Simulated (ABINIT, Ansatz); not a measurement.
## Rb2H6Pt (Fm-3m): G0W0 on several meshes in ABINIT

How does the mesh move the gap of Rb2H6Pt (Fm-3m)?

Calculated with ABINIT 10.8.3; LDA and many-body steps on it, plane waves.

Most raw output is cut from this account.

## Step 1: The structure

It takes space group Fm-3m (No. 225, cubic). The conventional cell has a = 8.522 Å, b = 8.522 Å, c = 8.522 Å, α = 90.00°, β = 90.00°, γ = 90.00°. Nearest to Rb lie 12 H at 3.05 Å. Nearest to H lie 1 Pt at 1.64 Å and 4 H at 2.32 Å and 4 Rb at 3.05 Å. Nearest to Pt lie 6 H at 1.64 Å. Farther neighbours are not listed.

The cell and positions are those that the Materials Project relaxed with its own functionals (PBE, PBE+U or r2SCAN), kept fixed. Spin-orbit coupling is left out unless a step names it.

## Step 2: Empty states on the mesh, 2×2×2 mesh, 298 bands

This step: ABINIT 10.8.3; DFT, LDA, plane waves, norm-conserving pseudopotentials.

The sums over transitions need many empty states on a uniform mesh; this step solves for them.

File run.abi:

```
acell 3*1.0 Angstrom
rprim 
  0.000000000000 4.260795920000 4.260795920000
  4.260795920000 0.000000000000 4.260795920000
  4.260795920000 4.260795920000 0.000000000000
ntypat 3
znucl 37 1 78
natom 9
typat 1 1 2 2 2 2 2 2 3
xred 
  0.750000000000 0.750000000000 0.750000000000
  0.250000000000 0.250000000000 0.250000000000
  0.807305340000 0.807305340000 0.192694660000
  0.192694660000 0.807305340000 0.192694660000
  0.807305340000 0.192694660000 0.192694660000
  0.192694660000 0.192694660000 0.807305340000
  0.807305340000 0.192694660000 0.807305340000
  0.192694660000 0.807305340000 0.807305340000
  0.000000000000 0.000000000000 0.000000000000
pp_dirpath "pseudos"
pseudos "Rb.upf, H.upf, Pt.upf"
ecut 34
ngkpt 2 2 2
nshiftk 1
shiftk 0 0 0
kptopt 1
chksymbreak 0
iscf -2
irdden 1
istwfk *1
nband 298
nbdbuf 26
tolwfr 1e-09
nstep 60
prtvol 0
indata_prefix "in"
outdata_prefix "out"
tmpdata_prefix "tmp"
```

On the command line:

```sh
$ OMP_NUM_THREADS=1 mpirun -n 4 abinit run.abi > log
```

Wall time 3.1 min (4 MPI ranks of Arm Neoverse V2, shared host); peak memory 0.55 GiB; 12 min of CPU time.

This step gave:

* gap: 3.783 eV
* k of the valence top: 0.5, 0.5, 0
* k of the conduction bottom: 0.5, 0.5, 0
* least direct gap: 3.783 eV
* k points computed: 3
* lowest point of the top converged band, above the valence top: 76.8463 eV

On this mesh the gap is 3.783 eV.

The density comes from a self-consistent run that is not shown.

## Step 3: Screening, 2×2×2 mesh, 123 bands, screening to 114.3 eV

The RPA dielectric matrix is built and inverted for each q.

This step: RPA screening on LDA, plane waves, norm-conserving pseudopotentials.

Changes to run.abi since step 2:

```diff
@@ -27,10 +27,11 @@
 chksymbreak 0
-iscf -2
-irdden 1
 istwfk *1
-nband 298
-nbdbuf 26
-tolwfr 1e-09
-nstep 60
-prtvol 0
+occopt 1
+irdwfk 1
+optdriver 3
+nband 123
+ecuteps 4.2
+inclvkb 2
+awtr 1
+symchi 1
 indata_prefix "in"
```

The job ended after 24 s (4 MPI ranks; peak memory 1.7 GiB; 97 s of CPU time).

This step gave:

* ε∞ with local fields, on this mesh, along the program's q direction: 2.807
* the same without local fields: 3.624
* plasma frequency: 19.35 eV
* plane waves in the screening matrix: 411

Local fields lower ε∞ by 23 %. On a Γ-centred mesh this coarse the value itself is usually too large, while a short band sum pulls it down.

## Step 4: 2×2×2

The self-energy is evaluated for the states that the input lists, and the levels follow from it, in one-shot runs by the linearised quasiparticle equation.

This step: G0W0 on LDA, plane waves, norm-conserving pseudopotentials.

Changes to run.abi since step 3:

```diff
@@ -30,8 +30,17 @@
 irdwfk 1
-optdriver 3
+optdriver 4
 nband 123
+gwcalctyp 0
+ecutsigx 34
+symsigma 1
+nkptgw 2
+kptgw 
+  0.5000000000 0.5000000000 0.0000000000
+  0.0000000000 0.0000000000 0.0000000000
+bdgw 
+  20 23
+  19 24
 ecuteps 4.2
-inclvkb 2
-awtr 1
-symchi 1
+irdscr 1
+ppmodel 1
 indata_prefix "in"
```

It took 12 s on 4 MPI ranks; peak memory 1.2 GiB.

This step gave:

```
G0W0 gap on the points computed              : 6.1 eV
starting gap on the mesh                     : 3.783 eV
k of the valence top                         : 0.5, 0.5, 0
k of the conduction bottom                   : 0.5, 0.5, 0
Z at the valence top                         : 0.823
Z at the conduction bottom                   : 0.857
least direct G0W0 gap on the computed points : 6.1 eV
```

The gap on the mesh goes from 3.78 eV to 6.10 eV, a correction of +2.32 eV.

## Step 5: Empty states on the mesh, 4×4×4 mesh, 135 bands

This step: DFT, LDA, plane waves, norm-conserving pseudopotentials.

Changes to run.abi since step 4:

```diff
@@ -22,3 +22,3 @@
 ecut 34
-ngkpt 2 2 2
+ngkpt 4 4 4
 nshiftk 1
@@ -27,20 +27,10 @@
 chksymbreak 0
+iscf -2
+irdden 1
 istwfk *1
-occopt 1
-irdwfk 1
-optdriver 4
-nband 123
-gwcalctyp 0
-ecutsigx 34
-symsigma 1
-nkptgw 2
-kptgw 
-  0.5000000000 0.5000000000 0.0000000000
-  0.0000000000 0.0000000000 0.0000000000
-bdgw 
-  20 23
-  19 24
-ecuteps 4.2
-irdscr 1
-ppmodel 1
+nband 135
+nbdbuf 12
+tolwfr 1e-09
+nstep 60
+prtvol 0
 indata_prefix "in"
```

Run time: 1.8 min. Hardware: 4 MPI ranks; peak memory 0.56 GiB; 7.4 min of CPU time.

This step gave:

* gap: 3.783 eV
* k of the valence top: 0.5, 0.5, 0
* k of the conduction bottom: 0.5, 0.5, 0
* least direct gap: 3.783 eV
* k points computed: 8
* lowest point of the top converged band, above the valence top: 40.30 eV

On this mesh the gap is 3.783 eV.

## Step 6: Screening, 4×4×4 mesh, 123 bands, screening to 114.3 eV

This step: RPA screening on LDA, plane waves, norm-conserving pseudopotentials.

Changes to run.abi since step 5:

```diff
@@ -27,10 +27,11 @@
 chksymbreak 0
-iscf -2
-irdden 1
 istwfk *1
-nband 135
-nbdbuf 12
-tolwfr 1e-09
-nstep 60
-prtvol 0
+occopt 1
+irdwfk 1
+optdriver 3
+nband 123
+ecuteps 4.2
+inclvkb 2
+awtr 1
+symchi 1
 indata_prefix "in"
```

Wall time 2.5 min (4 MPI ranks); peak memory 2.7 GiB; 10 min of CPU time.

Numbers from this step:

```yaml
eps_infinity_with_local_fields_on_this_mesh_along_the_program_s_q_direction: 2.643
the_same_without_local_fields: 3.434
plasma_frequency: 19.35 eV
plane_waves_in_the_screening_matrix: 411
```

## Step 7: 4×4×4

This step: G0W0 on LDA, plane waves, norm-conserving pseudopotentials.

Changes to run.abi since step 6:

```diff
@@ -30,8 +30,17 @@
 irdwfk 1
-optdriver 3
+optdriver 4
 nband 123
+gwcalctyp 0
+ecutsigx 34
+symsigma 1
+nkptgw 2
+kptgw 
+  0.5000000000 0.5000000000 0.0000000000
+  0.0000000000 0.0000000000 0.0000000000
+bdgw 
+  20 23
+  19 24
 ecuteps 4.2
-inclvkb 2
-awtr 1
-symchi 1
+irdscr 1
+ppmodel 1
 indata_prefix "in"
```

The job ended after 28 s (4 MPI ranks; peak memory 2.1 GiB).

Numbers from this step:

```
G0W0 gap on the points computed              : 6.221 eV
starting gap on the mesh                     : 3.783 eV
k of the valence top                         : 0.5, 0.5, 0
k of the conduction bottom                   : 0.5, 0.5, 0
Z at the valence top                         : 0.821
Z at the conduction bottom                   : 0.853
least direct G0W0 gap on the computed points : 6.221 eV
```

Against G0W0 in ABINIT (2×2×2 mesh, 123 bands, screening to 114.3 eV, Godby-Needs plasmon pole), the gap moves by +0.121 eV.

## Step 8: Side by side

Times are wall times on 4 MPI ranks of Arm Neoverse V2, shared host, good to a factor of about two. A run's time includes the screening step that it read.

```csv
run,mesh,bands,screening cutoff (eV),DFT gap (eV),gap on the mesh (eV),direct (eV),ε∞ used,time
2×2×2,2×2×2,123,114.3,3.783,6.100,6.100,2.81,36 s
4×4×4,4×4×4,123,114.3,3.783,6.221,6.221,2.64,3 min
```

## Step 9: Summary of results

| Property | Result |
| --- | --- |
| 2×2×2 | 6.100 eV |
| 4×4×4 | 6.221 eV |
| known limits | not at the basis limit; no spin polarisation; d states lean on the start; no spin-orbit coupling; coarse k mesh |

What this shows: 4×4×4: +0.121 eV against 2×2×2. Bands and cutoff are finite, so the gap is not at the basis limit. The miss can reach some tenths of an eV and take either sign; the mesh is an error of its own. In the G0W0 runs levels were corrected at 2 k points alone, so a gap called «on the mesh» is the least over those, and an edge elsewhere would be missed. The 2×2×2 mesh is coarse for this cell, which bears on the long-range parts of exchange and screening. The runs have no spin polarisation. For a closed low-spin shell that is the natural state; where a d or f shell is open it is a constraint, and the gap is then not the crystal's own. With d states at the gap, one-shot GW leans hard on its start. The many-body steps are scalar-relativistic: spin-orbit coupling is not in them.

[Paths, hosts, dates, memory and timing lines, banners, echoed tables and standing remarks are left out of the program output.]

[Logs are printed without paths, hosts, clocks, repeated set-up lines and the standing remarks that a program may print on its own settings, such as how far it seeks lower states.]

[Runs of the session that timed out or met a known fault of the program may be left out.]

[Hosts, paths, dates, database ids (printed as entryN), source tags and the programs' standing remarks are cut or masked in the printed files.]

[G0W0 gaps are taken among the corrected bands and points alone; a level outside them can change the order at an edge.]

[Where Ansatz stands beside ABINIT at settings called matched, ABINIT's density can come from a denser mesh and the files from another edition; pairs whose starting gaps differed by over 0.03 eV were left out, so agreement reads better than it is.]
